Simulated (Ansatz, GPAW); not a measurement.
# Optical response of CuRhS2 (model structure), part 3 of 3

Wanted: where CuRhS2 (model structure) starts to absorb, how strongly, and its refractive index. The structure is a model built here, which may or may not match a known phase. It was built so: All O replaced by S in the R-3m structure of CuRhO2. The cell is first relaxed with Ansatz.

GPAW 26.7.0; DFT, PBE, plane-wave PAW (GPAW data sets), scalar-relativistic, RPA, optical limit.

So far. Step 3 (Ground state): There is a gap, 0.71 eV on this mesh (points off the mesh can give less), so no carriers' term is needed.

## (5) Dielectric function, RPA

Local fields let the induced charge screen the field inside the cell, which as a rule lowers ε, most along directions where the density is uneven.

This step: DFT, PBE, plane-wave PAW (GPAW data sets), scalar-relativistic, RPA, optical limit (GPAW 26.7.0).

df.py

```python
from gpaw.response.df import DielectricFunction

df = DielectricFunction('full.gpw', frequencies={'type': 'nonlinear', 'domega0': 0.03, 'omega2': 8},
                        ecut=50,
                        eta=0.1,
                        nbands=55,
                        txt='df.txt')
for direction in ['x', 'z']:
    df.get_dielectric_function(xc='RPA', direction=direction, filename=f'df_{direction}.csv')
```

Run with:

```
$ OMP_NUM_THREADS=1 python df.py
```

What it wrote:

```text
Using integrator: PointIntegrator
NonLinearFrequencyDescriptor(from 0.000 to 78.754 eV, 518 points)
Nonperiodic BCs:  [False False False]
Using integrator: PointIntegrator
NonLinearFrequencyDescriptor(from 0.000 to 78.754 eV, 518 points)
Nonperiodic BCs:  [False False False]

Calculating chi0 body with:
    Ground state adapter containing:
    Number of spins: 1
    Number of kpoints: 512
    Number of irreducible kpoints: 65
    Number of completely occupied states: 19
    Number of partially occupied states: 19

    Linear response parametrization:
    q_c: [0.0, 0.0, 0.0]
    Number of frequency points: 518
    Planewave cutoff: 50.0
    Number of bands: 55
    Number of planewaves: 49
    Broadening (eta): 0.1

Integrating chi0 body.

Symmetries of q_c:
    Direct symmetries (Uq -> q): 12
    Indirect symmetries (TUq -> q): 0
In total 12 allowed symmetries.

65 groups of equivalent kpoints. 87.3046875% reduction.

Integral kind: spectral function

Calculating chi0 optical extensions with:
    Ground state adapter containing:
    Number of spins: 1
    Number of kpoints: 512
    Number of irreducible kpoints: 65
    Number of completely occupied states: 19
    Number of partially occupied states: 19

    Linear response parametrization:
    Number of frequency points: 518
    Planewave cutoff: 50.0
    Number of bands: 55
    Number of planewaves: 49
    Broadening (eta): 0.1
Integrating chi0 head and wings.

Symmetries of q_c:
    Direct symmetries (Uq -> q): 12
    Indirect symmetries (TUq -> q): 0
In total 12 allowed symmetries.

65 groups of equivalent kpoints. 87.3046875% reduction.

Integral kind: spectral function wings
```

Wall time 60 s (1 thread of AMD EPYC 9R14 (Zen 4), shared host); peak memory 0.4 GiB.

Read-outs, printed or worked out from the files:

```
electronic dielectric constant ε∞, mean over x, y and z (by symmetry where fewer were run) : 12.73
```

Some rows of df_x.csv (energy; Re and Im without local fields; Re and Im with them):

```text
0.000000, 13.769872, 0.000000, 12.849363, 0.000000
0.460735, 14.276197, 0.241839, 13.324460, 0.227240
0.943989, 16.622672, 1.289732, 15.539026, 1.227416
1.451455, 18.799067, 6.323811, 17.354388, 6.060561
1.984998, 15.430220, 15.764122, 14.433712, 14.254658
2.546682, 4.148082, 14.360313, 3.946818, 13.288979
3.138794, 2.491556, 11.656035, 2.500069, 10.967581
3.763875, 1.622458, 8.671344, 1.463319, 7.946937
4.424758, 1.219626, 8.546923, 1.302787, 7.635326
5.124608, -1.551889, 7.008949, -1.076685, 6.730822
5.866977, -0.370130, 3.000482, -0.512549, 3.036591
6.655862, 1.347608, 3.220607, 0.981940, 2.995049
7.495775, 0.872387, 4.213781, 0.689088, 3.911355
8.391833, 1.057620, 4.072856, 0.839136, 3.530374
9.349861, 0.258276, 3.121935, 0.059601, 2.676373
10.376517, 0.591292, 2.806021, 0.368937, 2.305951
11.479449, 0.181093, 3.532017, 0.257207, 2.651866
12.667487, -1.024303, 2.620305, -0.580048, 2.189138
13.950874, -1.099018, 2.031191, -0.477930, 1.726373
```

The Im ε has structure finer than the step of the table below, so its rows give means over 0.5 eV, whole bins alone (the curve runs from 0 to 15.0 eV). Peaks (eV: height): E ∥ x 2.28: 16.9; E ∥ z 1.49: 9.67, 3.51: 10.9, 5.08: 6.46, 7.04: 6.23.

Sum at mesh points, not converged in k; values under the direct gap are tails of Lorentzian lines. The Im ε by photon energy; means over each step:

```
photon energy (eV)  E ∥ x  E ∥ z
               0.5  0.275  0.440
               1.0   1.80   4.38
               1.5   6.64   8.73
               2.0   13.5   7.98
               2.5   14.2   7.18
               3.0   11.2   8.18
               3.5   9.00   9.90
               4.0   7.26   8.79
               4.5   7.75   6.59
               5.0   6.70   5.74
               5.5   4.22   4.70
               6.0   2.86   4.31
               6.5   2.86   4.38
               7.0   3.16   5.49
               7.5   3.62   4.84
               8.0   3.07   3.98
               8.5   3.36   4.11
               9.0   3.27   3.50
               9.5   2.55   3.52
              10.0   2.39   2.94
              10.5   2.26   2.74
              11.0   2.55   2.40
              11.5   2.72   2.24
              12.0   2.64   1.42
              12.5   2.31   1.11
              13.0   1.84  0.851
              13.5   1.78  0.849
              14.0   1.63  0.914
              14.5   1.35  0.922
```

The reflectivity at normal incidence has structure finer than the step of the table below, so its rows give means over 0.5 eV, whole bins alone (the curve runs from 0 to 15.0 eV). Peaks (eV: height): E ∥ x 2.28: 45.8, 5.22: 42.2, 7.55: 24.2, 9.09: 26.9, 12.75: 28.5, 14.04: 27.6; E ∥ z 1.42: 38.0, 3.55: 38.5, 7.15: 32.5, 8.83: 32.6, 9.82: 33.9, 10.66: 34.1, 11.94: 44.0.

Sum at mesh points, not converged in k. Reflectivity at normal incidence against photon energy; means over each step:

```
photon energy (eV)  E ∥ x (%)  E ∥ z (%)
               0.5       32.7       32.6
               1.0       35.9       36.8
               1.5       39.4       36.5
               2.0       43.3       33.1
               2.5       43.3       30.8
               3.0       39.8       33.1
               3.5       37.9       36.6
               4.0       33.5       36.3
               4.5       35.4       32.7
               5.0       39.0       29.4
               5.5       38.4       27.2
               6.0       25.6       23.1
               6.5       18.4       23.3
               7.0       18.4       28.4
               7.5       22.3       30.4
               8.0       20.2       27.2
               8.5       21.8       28.7
               9.0       24.3       29.5
               9.5       22.1       28.7
              10.0       18.8       31.9
              10.5       17.2       30.9
              11.0       17.1       30.5
              11.5       20.8       36.0
              12.0       24.0       41.6
              12.5       26.4       36.8
              13.0       24.8       31.8
              13.5       22.8       20.9
              14.0       26.2       16.3
              14.5       24.4       15.4
```

Sum at mesh points, not converged in k; values under the direct gap are tails of Lorentzian lines. The loss function −Im 1/ε at q → 0 by energy loss; read off at these points:

```
energy loss (eV)    E ∥ x    E ∥ z
            0.00        0        0
            0.50  0.00141  0.00216
            1.00  0.00651   0.0168
            1.50   0.0197   0.0431
            2.00   0.0356   0.0610
            2.50   0.0650   0.0738
            3.00   0.0810   0.0654
            3.50    0.112   0.0793
            4.00    0.139    0.101
            4.50    0.128    0.148
            5.00    0.152    0.152
            5.50    0.212    0.206
            6.00    0.343    0.209
            6.12    0.389    0.209
            6.50    0.333    0.225
            7.00    0.271    0.153
            7.50    0.249    0.194
            8.00    0.339    0.263
            8.50    0.278    0.251
            9.00    0.278    0.299
            9.50    0.381    0.280
           10.00    0.408    0.319
           10.50    0.428    0.319
           10.59    0.442    0.313
           11.00    0.364    0.378
           11.50    0.373    0.354
           12.00    0.381    0.426
           12.50    0.419    0.614
           13.00    0.518    0.930
           13.43    0.554     1.17
           13.50    0.557     1.15
           14.00    0.552     1.08
           14.50    0.702     1.07
```

Sum at mesh points, not converged in k; values under the direct gap are tails of Lorentzian lines. Im ε, E ∥ x against photon energy; read off at these points:

```csv
photon energy (eV),without local fields,with local fields
0.00,0,0
0.50,0.271,0.255
1.00,1.73,1.65
1.50,7.06,6.72
2.00,15.8,14.3
2.28,18.3,16.9
2.50,15.2,14.1
3.00,12.2,11.5
3.50,9.34,8.84
4.00,7.53,7.07
4.50,8.54,7.64
4.61,8.79,8.04
5.00,6.91,6.53
5.50,3.93,4.01
6.00,2.84,2.86
6.50,2.90,2.77
7.00,3.50,3.20
7.44,4.25,3.89
7.50,4.20,3.90
8.00,3.20,2.86
8.50,4.04,3.54
9.00,4.09,3.59
9.50,3.07,2.63
10.00,2.93,2.43
10.50,2.84,2.28
11.00,3.38,2.54
11.50,3.55,2.65
12.00,3.33,2.61
12.50,2.81,2.31
13.00,2.41,1.88
13.50,2.30,1.76
14.00,1.95,1.66
14.50,1.70,1.36
```

At chosen wavelengths:

| wavelength (nm) | n x | k x | R (%) x | 1/α x | n z | k z | R (%) z | 1/α z |
| --- | --- | --- | --- | --- | --- | --- | --- | --- |
| 1064 | 4.10 | 0.355 | 37.2 | 238 nm | 3.93 | 0.834 | 37.2 | 101 nm |
| 800 | 4.22 | 0.859 | 39.7 | 74 nm | 3.53 | 1.353 | 36.8 | 47 nm |
| 633 | 4.23 | 1.643 | 43.7 | 31 nm | 3.23 | 1.336 | 34.3 | 38 nm |
| 450 | 2.82 | 1.992 | 39.2 | 18 nm | 2.92 | 1.050 | 29.1 | 34 nm |
| 405 | 2.68 | 2.077 | 40.0 | 16 nm | 3.02 | 1.462 | 34.0 | 22 nm |
| 308 | 2.02 | 1.730 | 33.3 | 14 nm | 2.38 | 1.950 | 37.5 | 13 nm |
| 193 | 1.32 | 1.048 | 18.5 | 15 nm | 1.70 | 1.343 | 25.2 | 11 nm |

Below the direct gap, k and the depth come from the tails of the Lorentzian lines, not from transitions.

Rows near the edge hang on the gap, which this functional as a rule makes too small, and phonon-assisted absorption is left out.

## (6) Outcome

```json
{"electronic dielectric constant ε∞, mean over x, y and z (by symmetry where fewer were run) (RPA)": "12.7"}
```

What this shows: At this level (PBE, RPA) CuRhS2 has a mean ε∞ = 12.7 and n = 3.82 at 1550 nm (E ∥ x). The cell shrank by 2.0 % in volume. On the mesh the gap is 0.82 eV and the least direct gap 1.02 eV, so on this mesh the band edges lie at different points. Local fields change the static value along x from 13.77 to 12.85 (-7 %). The static values by axis are 12.85 (x), 12.51 (z). Excitons and phonon-assisted transitions are missing; PBE gaps are as a rule too small, which pulls the onset down and ε∞ up. In this version of GPAW the matrix elements of the optical limit are incomplete, which can lower ε − 1 by up to a tenth where first-row anions or d states rule, and shift it by more in d metals. The sum runs over mesh points 0.26 Å⁻¹ apart with no interpolation, so peaks are partly noise of the mesh; over so small a direct gap single mesh points weigh heavily, so ε∞, n and their changes from run to run can be far off.

[Machine, clock and banner lines and Python warnings are left out of the logs.]

[Logs are printed without paths, hosts, clocks, repeated set-up lines and the standing remarks that a program may print on its own settings, such as how far it seeks lower states.]

[Hosts, paths, dates, database ids (printed as entryN), source tags and the programs' standing remarks are cut or masked in the printed files.]
